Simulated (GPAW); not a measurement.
## Work function of a 8-layer slab of Ir(100) at several levels

Aim: the work function of both faces of a 8-layer slab of Ir(100), and its spread over functionals and bases.

Program: GPAW 26.7.0. Level of theory: GPAW, PAW setups; slab in vacuum, relaxation, in the first sound run; inputs show where later runs differ. Results are calculated unless marked as measured.

### 1. Starting point

The cell holds 8 atoms: 8 Ir. Its edges and angles: a = 2.715 Å, b = 2.715 Å, c = 29.440 Å, α = 90.0°, β = 90.0°, γ = 90.0°. Vacuum lies along c.

Coordinates:

```cif
data_structure
_symmetry_space_group_name_H-M 'P 1'
_symmetry_Int_Tables_number 1
_cell_length_a 2.7153
_cell_length_b 2.7153
_cell_length_c 29.4400
_cell_angle_alpha 90.000
_cell_angle_beta 90.000
_cell_angle_gamma 90.000
_cell_volume 217.06
loop_
_atom_site_label
_atom_site_type_symbol
_atom_site_fract_x
_atom_site_fract_y
_atom_site_fract_z
_atom_site_occupancy
Ir1 Ir 0.50000 0.50000 0.27174 1
Ir2 Ir 0.00000 0.00000 0.33696 1
Ir3 Ir 0.50000 0.50000 0.40217 1
Ir4 Ir 0.00000 0.00000 0.46739 1
Ir5 Ir 0.50000 0.50000 0.53261 1
Ir6 Ir 0.00000 0.00000 0.59783 1
Ir7 Ir 0.50000 0.50000 0.66304 1
Ir8 Ir 0.00000 0.00000 0.72826 1
```

### 2. Relaxation

The atoms are relaxed first, since the surface dipole, and with it the work function, follows the positions of the outer layers. The lowest 4 atoms are held at bulk positions and keep their forces.

run.py

```python
import json
import numpy as np
from ase import Atoms
from ase.constraints import FixAtoms
from ase.optimize import BFGS
from gpaw import GPAW, PW

slab = Atoms(
    ['Ir', 'Ir', 'Ir', 'Ir', 'Ir', 'Ir', 'Ir', 'Ir'],
    positions=[
        [1.35765, 1.35765, 8.00000],
        [0.00000, 0.00000, 9.92000],
        [1.35765, 1.35765, 11.84000],
        [0.00000, 0.00000, 13.76000],
        [1.35765, 1.35765, 15.68000],
        [0.00000, 0.00000, 17.60000],
        [1.35765, 1.35765, 19.52000],
        [0.00000, 0.00000, 21.44000]],
    cell=[[2.71529, 0.0, 0.0], [0.0, 2.71529, 0.0], [0.0, 0.0, 29.44]],
    pbc=[True, True, False])

slab.calc = GPAW(mode=PW(400), xc='PBE', kpts={'size': (12, 12, 1), 'gamma': True},
                 occupations={'name': 'fermi-dirac', 'width': 0.1}, nbands='160%',
                 convergence={'density': 1e-05}, maxiter=200,
                 poissonsolver={'dipolelayer': 'xy'},
                 symmetry={'tolerance': 1e-3, 'extra_ids': [1, 1, 1, 1, 0, 0, 0, 0]}, txt='slab.txt')
result = {}
slab.set_constraint(FixAtoms([0, 1, 2, 3]))
path = []
opt = BFGS(slab, maxstep=0.2)
opt.attach(lambda: path.append((slab.get_potential_energy(), slab.positions.tolist(), slab.get_forces().tolist())))
result['relaxed'] = bool(opt.run(fmax=0.03, steps=40))
result['path'] = path
energy = slab.get_potential_energy()
fermi = slab.calc.get_fermi_level()
v = slab.calc.get_electrostatic_potential().mean((0, 1)) - fermi
n = slab.calc.get_pseudo_density().mean((0, 1))
L = slab.cell[2, 2]
z = np.arange(len(v)) * L / len(v)
low, high = slab.positions[:, 2].min(), slab.positions[:, 2].max()
below, above = np.interp([low - 5.8, high + 5.8], z, v)
slopes = [np.interp(x, z, np.gradient(v, z)) for x in (low - 5.8, high + 5.8)]
eps = np.array([[slab.calc.get_eigenvalues(k, s) for k in range(len(slab.calc.get_ibz_k_points()))]
                for s in range(slab.calc.get_number_of_spins())]) - fermi
top, bottom = eps[eps < 0].max(), eps[eps > 0].min()
dipole = slab.get_dipole_moment()[2]
print(f'energy {energy:.4f} eV, Fermi level {fermi:.4f} eV, dipole {dipole:.5f} e A')
print(f'potential 5.8 A off the faces, from the Fermi level: lower {below:.4f} eV, upper {above:.4f} eV')
print(f'slope of the potential there: lower {slopes[0]:.5f}, upper {slopes[1]:.5f} eV/A')
print(f'nearest levels on the mesh: {top:.4f} and {bottom:.4f} eV')
print('magnetic moment', round(slab.get_magnetic_moment(), 3))
result.update(energy=energy, fermi=fermi, dipole=dipole, below=below, above=above, slopes=slopes, edges=[top, bottom],
              z=z.tolist(), v=v.tolist(), n=n.tolist(), positions=slab.positions.tolist(),
              forces=slab.get_forces(apply_constraint=False).tolist(), moments=slab.get_magnetic_moments().tolist())
json.dump(result, open('result.json', 'w'))
```

The run is started by

```
$ OMP_NUM_THREADS=1 OPENBLAS_NUM_THREADS=1 python run.py
```

The program printed:

```text
Step          Energy          fmax
BFGS:    0      -72.223353        1.042420
BFGS:    1      -72.242750        0.734712
BFGS:    2      -72.261118        0.171832
BFGS:    3      -72.261894        0.143284
BFGS:    4      -72.262918        0.108008
BFGS:    5      -72.264017        0.147522
BFGS:    6      -72.264753        0.123657
BFGS:    7      -72.265391        0.117511
BFGS:    8      -72.266268        0.138454
BFGS:    9      -72.267143        0.114130
BFGS:   10      -72.267710        0.055388
BFGS:   11      -72.267840        0.033460
BFGS:   12      -72.267881        0.011926
energy -72.1220 eV, Fermi level 5.0893 eV, dipole -0.00030 e A
potential 5.8 A off the faces, from the Fermi level: lower 5.5381 eV, upper 5.5392 eV
slope of the potential there: lower -0.00009, upper 0.00009 eV/A
nearest levels on the mesh: -0.0030 and 0.0203 eV
magnetic moment 0.0
```

Wall time 52 min (1 thread of Intel Xeon Platinum 8488C (Sapphire Rapids), shared host); peak memory 0.38 GiB.

The steps of the relaxation:

```
step  energy less that of the first step (eV)  largest force (eV/Å)
   1                                   0.0000                1.0424
   2                                  -0.0203                0.7347
   3                                  -0.0406                0.1718
   4                                  -0.0412                0.1433
   5                                  -0.0420                0.1080
   6                                  -0.0430                0.1475
   7                                  -0.0437                0.1237
   8                                  -0.0443                0.1175
   9                                  -0.0451                0.1385
  10                                  -0.0458                0.1141
  11                                  -0.0460                0.0554
  12                                  -0.0461                0.0335
  13                                  -0.0461                0.0119
```

The atoms that moved most (Å):

```
atom     dx     dy     dz  length
 Ir7  0.000  0.000  0.093   0.093
 Ir6  0.000  0.000  0.049   0.049
 Ir5  0.000  0.000  0.026   0.026
 Ir8  0.000  0.000  0.017   0.017
```

Final coordinates:

```cif
data_structure
_symmetry_space_group_name_H-M 'P 1'
_symmetry_Int_Tables_number 1
_cell_length_a 2.7153
_cell_length_b 2.7153
_cell_length_c 29.4400
_cell_angle_alpha 90.000
_cell_angle_beta 90.000
_cell_angle_gamma 90.000
_cell_volume 217.06
loop_
_atom_site_label
_atom_site_type_symbol
_atom_site_fract_x
_atom_site_fract_y
_atom_site_fract_z
_atom_site_occupancy
Ir1 Ir 0.50000 0.50000 0.27174 1
Ir2 Ir 0.00000 0.00000 0.33696 1
Ir3 Ir 0.50000 0.50000 0.40217 1
Ir4 Ir 0.00000 0.00000 0.46739 1
Ir5 Ir 0.50000 0.50000 0.53350 1
Ir6 Ir 0.00000 0.00000 0.59950 1
Ir7 Ir 0.50000 0.50000 0.66619 1
Ir8 Ir 0.00000 0.00000 0.72885 1
```

Numbers from this step:

| Item | Value |
| --- | --- |
| dipole along the normal | -3.02e-4 e·Å |
| levels nearest the Fermi level on the mesh | -0.003017, 0.02032 eV from the Fermi level |
| upper work function | 5.539 eV |
| lower work function | 5.538 eV |

The electrostatic potential energy of an electron (without an applied field's), less the Fermi level, planar mean oscillates, so the rows of the table below give means over windows of 1.89 Å about each position, cut where the curve ends. Its maxima inside the range that stand out by 2 % of the span (Å: eV): 8.9: -4.32, 10.8: -4.83, 12.8: -4.76, 14.7: -4.33, 16.7: -4.42, 18.6: -4.12, 20.5: -5.57. Its minima: 8.0: -26.0, 9.9: -26.6, 11.9: -26.6, 13.8: -26.7, 15.7: -26.5, 17.7: -26.6, 19.7: -26.6, 21.4: -26.1.

The electrostatic potential energy of an electron (without an applied field's), less the Fermi level, planar mean by z; means over each step:

```
z (Å)  electrostatic potential energy of an electron (without an applied field's), less the Fermi level, planar mean (eV)
 0.94                                                                                                                5.54
 2.83                                                                                                                5.54
 4.73                                                                                                                5.51
 6.62                                                                                                                1.37
 8.51                                                                                                               -14.3
10.40                                                                                                               -14.9
12.29                                                                                                               -14.9
14.18                                                                                                               -14.7
16.07                                                                                                               -14.8
17.96                                                                                                               -14.7
19.85                                                                                                               -15.3
21.74                                                                                                               -12.9
23.62                                                                                                                5.02
25.52                                                                                                                5.54
27.41                                                                                                                5.54
29.30                                                                                                                5.54
```

The pseudo valence density, planar mean oscillates, so the rows of the table below give means over windows of 1.89 Å about each position, cut where the curve ends. Its maxima inside the range that stand out by 2 % of the span (Å: e/Å³): 8.0: 1.99, 9.9: 1.99, 11.8: 1.97, 13.7: 1.93, 15.8: 1.96, 17.7: 2.00, 19.6: 1.98, 21.4: 1.99. Its minima: 9.0: 0.496, 10.9: 0.493, 12.8: 0.489, 14.7: 0.472, 16.6: 0.478, 18.7: 0.470, 20.6: 0.550.

The pseudo valence density, planar mean by z; means over each step:

z (Å), pseudo valence density, planar mean (e/Å³) and a bar:
```
     2.83       0.00 
     4.73       0.00 
     6.62       0.18 #####
     8.51       1.06 #############################
    10.40       1.06 #############################
    12.29       1.06 #############################
    14.18       1.05 #############################
    16.07       1.06 #############################
    17.96       1.05 #############################
    19.85       1.08 ##############################
    21.74       0.98 ###########################
    23.62       0.02 #
    25.52       0.00
```

The relaxation lowered the energy of the cell by 0.0461 eV (energies extrapolated to zero smearing; the optimiser's log prints free energies). The largest force left on a free atom is 0.012 eV/Å.

### 3. Plane waves, PBE

With the geometry fixed, the planar mean of the potential gives the vacuum level on each side.

This step: GPAW, PAW setups; slab in vacuum (GPAW 26.7.0).

run.py, as its differences from that of step 2:

```diff
@@ -3,4 +3,2 @@
 from ase import Atoms
-from ase.constraints import FixAtoms
-from ase.optimize import BFGS
 from gpaw import GPAW, PW
@@ -14,6 +12,6 @@
         [0.00000, 0.00000, 13.76000],
-        [1.35765, 1.35765, 15.68000],
-        [0.00000, 0.00000, 17.60000],
-        [1.35765, 1.35765, 19.52000],
-        [0.00000, 0.00000, 21.44000]],
+        [1.35765, 1.35765, 15.70623],
+        [0.00000, 0.00000, 17.64936],
+        [1.35765, 1.35765, 19.61277],
+        [-0.00000, 0.00000, 21.45720]],
     cell=[[2.71529, 0.0, 0.0], [0.0, 2.71529, 0.0], [0.0, 0.0, 29.44]],
@@ -25,10 +23,4 @@
                  poissonsolver={'dipolelayer': 'xy'},
-                 symmetry={'tolerance': 1e-3, 'extra_ids': [1, 1, 1, 1, 0, 0, 0, 0]}, txt='slab.txt')
+                 symmetry={'tolerance': 1e-3}, txt='slab.txt')
 result = {}
-slab.set_constraint(FixAtoms([0, 1, 2, 3]))
-path = []
-opt = BFGS(slab, maxstep=0.2)
-opt.attach(lambda: path.append((slab.get_potential_energy(), slab.positions.tolist(), slab.get_forces().tolist())))
-result['relaxed'] = bool(opt.run(fmax=0.03, steps=40))
-result['path'] = path
 energy = slab.get_potential_energy()
```

The program printed:

```text
energy -72.1221 eV, Fermi level 5.0894 eV, dipole 0.00001 e A
potential 5.8 A off the faces, from the Fermi level: lower 5.5381 eV, upper 5.5392 eV
slope of the potential there: lower -0.00013, upper 0.00013 eV/A
nearest levels on the mesh: -0.0030 and 0.0203 eV
magnetic moment 0.0
```

The job ended after 6.1 min (1 thread; peak memory 0.38 GiB).

Numbers from this step:

| Item | Value |
| --- | --- |
| dipole along the normal | 1.20e-5 e·Å |
| levels nearest the Fermi level on the mesh | -0.002994, 0.02032 eV from the Fermi level |

The electrostatic potential energy of an electron (without an applied field's), less the Fermi level, planar mean oscillates, so the rows of the table below give means over windows of 1.89 Å about each position, cut where the curve ends. Its maxima inside the range that stand out by 2 % of the span (Å: eV): 8.9: -4.32, 10.8: -4.83, 12.8: -4.76, 14.7: -4.33, 16.7: -4.42, 18.6: -4.12, 20.5: -5.57. Its minima: 8.0: -26.0, 9.9: -26.6, 11.9: -26.6, 13.8: -26.7, 15.7: -26.5, 17.7: -26.6, 19.7: -26.6, 21.4: -26.1.

The electrostatic potential energy of an electron (without an applied field's), less the Fermi level, planar mean by z; means over each step:

z (Å), electrostatic potential energy of an electron (without an applied field's), less the Fermi level, planar mean (eV) and a bar from the least value:
```
     0.94        5.5 ##############################
     2.83        5.5 ##############################
     4.73        5.5 ##############################
     6.62        1.4 ########################
     8.51      -14.3 #
    10.40      -14.9 #
    12.29      -14.9 
    14.18      -14.7 #
    16.07      -14.8 #
    17.96      -14.7 #
    19.85      -15.3 
    21.74      -12.9 ###
    23.62        5.0 #############################
    25.52        5.5 ##############################
    27.41        5.5 ##############################
    29.30        5.5 ##############################
```

The pseudo valence density, planar mean oscillates, so the rows of the table below give means over windows of 1.89 Å about each position, cut where the curve ends. Its maxima inside the range that stand out by 2 % of the span (Å: e/Å³): 8.0: 1.99, 9.9: 1.99, 11.8: 1.97, 13.7: 1.93, 15.8: 1.96, 17.7: 2.00, 19.6: 1.98, 21.4: 1.99. Its minima: 9.0: 0.496, 10.9: 0.493, 12.8: 0.489, 14.7: 0.472, 16.6: 0.478, 18.7: 0.470, 20.6: 0.550.

The pseudo valence density, planar mean by z; means over each step:

```
z (Å)  pseudo valence density, planar mean (e/Å³)
 2.83                                      6.2e-6
 4.73                                     0.00103
 6.62                                       0.184
 8.51                                        1.06
10.40                                        1.06
12.29                                        1.06
14.18                                        1.05
16.07                                        1.06
17.96                                        1.05
19.85                                        1.08
21.74                                       0.977
23.62                                      0.0220
25.52                                      1.3e-4
```

Force by atom:

```
atom  x (eV/Å)  y (eV/Å)  z (eV/Å)  size
 Ir1      0.00      0.00      0.70  0.70
 Ir2      0.00      0.00     -1.05  1.05
 Ir3      0.00      0.00     -0.03  0.03
 Ir4      0.00      0.00      0.38  0.38
 Ir5      0.00      0.00     -0.01  0.01
 Ir6      0.00      0.00      0.01  0.01
 Ir7      0.00      0.00      0.00  0.00
 Ir8      0.00      0.00     -0.01  0.01
```

The potential is flat to 1.3e-4 eV/Å where it is read, so the vacuum is wide enough.

### 4. Self-consistent run: xc = "vdW-DF2"

The same geometry under vdW-DF2, to see how far the functional moves the levels against the vacuum (the van der Waals functionals take revPBE setups).

run.py, as its differences from that of step 3:

```diff
@@ -19,3 +19,3 @@
 
-slab.calc = GPAW(mode=PW(400), xc='PBE', kpts={'size': (12, 12, 1), 'gamma': True},
+slab.calc = GPAW(mode=PW(400), xc='vdW-DF2', kpts={'size': (12, 12, 1), 'gamma': True},
                  occupations={'name': 'fermi-dirac', 'width': 0.1}, nbands='160%',
```

The program printed:

```text
energy -1312.5250 eV, Fermi level 5.1173 eV, dipole -0.00003 e A
potential 5.8 A off the faces, from the Fermi level: lower 5.8084 eV, upper 5.8106 eV
slope of the potential there: lower -0.00021, upper 0.00021 eV/A
nearest levels on the mesh: -0.0149 and 0.0165 eV
magnetic moment 0.0
```

It took 6.8 min on 1 thread; peak memory 0.52 GiB.

Numbers from this step:

- dipole along the normal: -3.46e-5 e·Å
- levels nearest the Fermi level on the mesh: -0.01492, 0.01646 eV from the Fermi level
- upper work function: 5.811 eV
- lower work function: 5.808 eV

The electrostatic potential energy of an electron (without an applied field's), less the Fermi level, planar mean oscillates, so the rows of the table below give means over windows of 1.89 Å about each position, cut where the curve ends. Its maxima inside the range that stand out by 2 % of the span (Å: eV): 8.9: -4.70, 10.8: -5.18, 12.8: -5.12, 14.7: -4.70, 16.7: -4.78, 18.6: -4.49, 20.5: -5.93. Its minima: 8.0: -26.1, 9.9: -26.8, 11.9: -26.8, 13.8: -26.9, 15.7: -26.7, 17.7: -26.8, 19.7: -26.8, 21.4: -26.3.

Electrostatic potential energy of an electron (without an applied field's), less the Fermi level, planar mean against z; means over each step:

```
z (Å)  electrostatic potential energy of an electron (without an applied field's), less the Fermi level, planar mean (eV)
 0.94                                                                                                                5.81
 2.83                                                                                                                5.81
 4.73                                                                                                                5.77
 6.62                                                                                                                1.40
 8.51                                                                                                               -14.6
10.40                                                                                                               -15.2
12.29                                                                                                               -15.2
14.18                                                                                                               -15.0
16.07                                                                                                               -15.1
17.96                                                                                                               -15.0
19.85                                                                                                               -15.6
21.74                                                                                                               -13.1
23.62                                                                                                                5.20
25.52                                                                                                                5.81
27.41                                                                                                                5.81
29.30                                                                                                                5.81
```

The pseudo valence density, planar mean oscillates, so the rows of the table below give means over windows of 1.89 Å about each position, cut where the curve ends. Its maxima inside the range that stand out by 2 % of the span (Å: e/Å³): 8.0: 1.99, 9.9: 2.00, 11.8: 1.97, 13.7: 1.93, 15.8: 1.97, 17.7: 2.01, 19.6: 1.98, 21.4: 2.00. Its minima: 9.0: 0.492, 10.9: 0.489, 12.8: 0.485, 14.7: 0.468, 16.6: 0.474, 18.7: 0.466, 20.6: 0.546.

Table of pseudo valence density, planar mean by z; means over each step:

z (Å), pseudo valence density, planar mean (e/Å³) and a bar:
```
     2.83       0.00 
     4.73       0.00 
     6.62       0.18 #####
     8.51       1.05 #############################
    10.40       1.06 #############################
    12.29       1.06 #############################
    14.18       1.05 #############################
    16.07       1.06 #############################
    17.96       1.05 #############################
    19.85       1.08 ##############################
    21.74       0.98 ###########################
    23.62       0.02 #
    25.52       0.00
```

Force by atom:

```
atom  x (eV/Å)  y (eV/Å)  z (eV/Å)  size
 Ir1      0.00      0.00     -0.84  0.84
 Ir2      0.00      0.00     -1.02  1.02
 Ir3      0.00      0.00     -0.02  0.02
 Ir4      0.00      0.00      0.40  0.40
 Ir5      0.00      0.00     -0.01  0.01
 Ir6      0.00      0.00      0.03  0.03
 Ir7      0.00      0.00     -0.13  0.13
 Ir8      0.00      0.00      1.61  1.61
```

The upper face's work function is 5.811 eV, against 5.539 eV in the first plane-wave PBE run at this geometry.

(Continued in part 2 of 3.)

[Logs are printed without paths, hosts, clocks, repeated set-up lines and the standing remarks that a program may print on its own settings, such as how far it seeks lower states.]

[Hosts, paths, dates, database ids (printed as entryN), source tags and the programs' standing remarks are cut or masked in the printed files.]
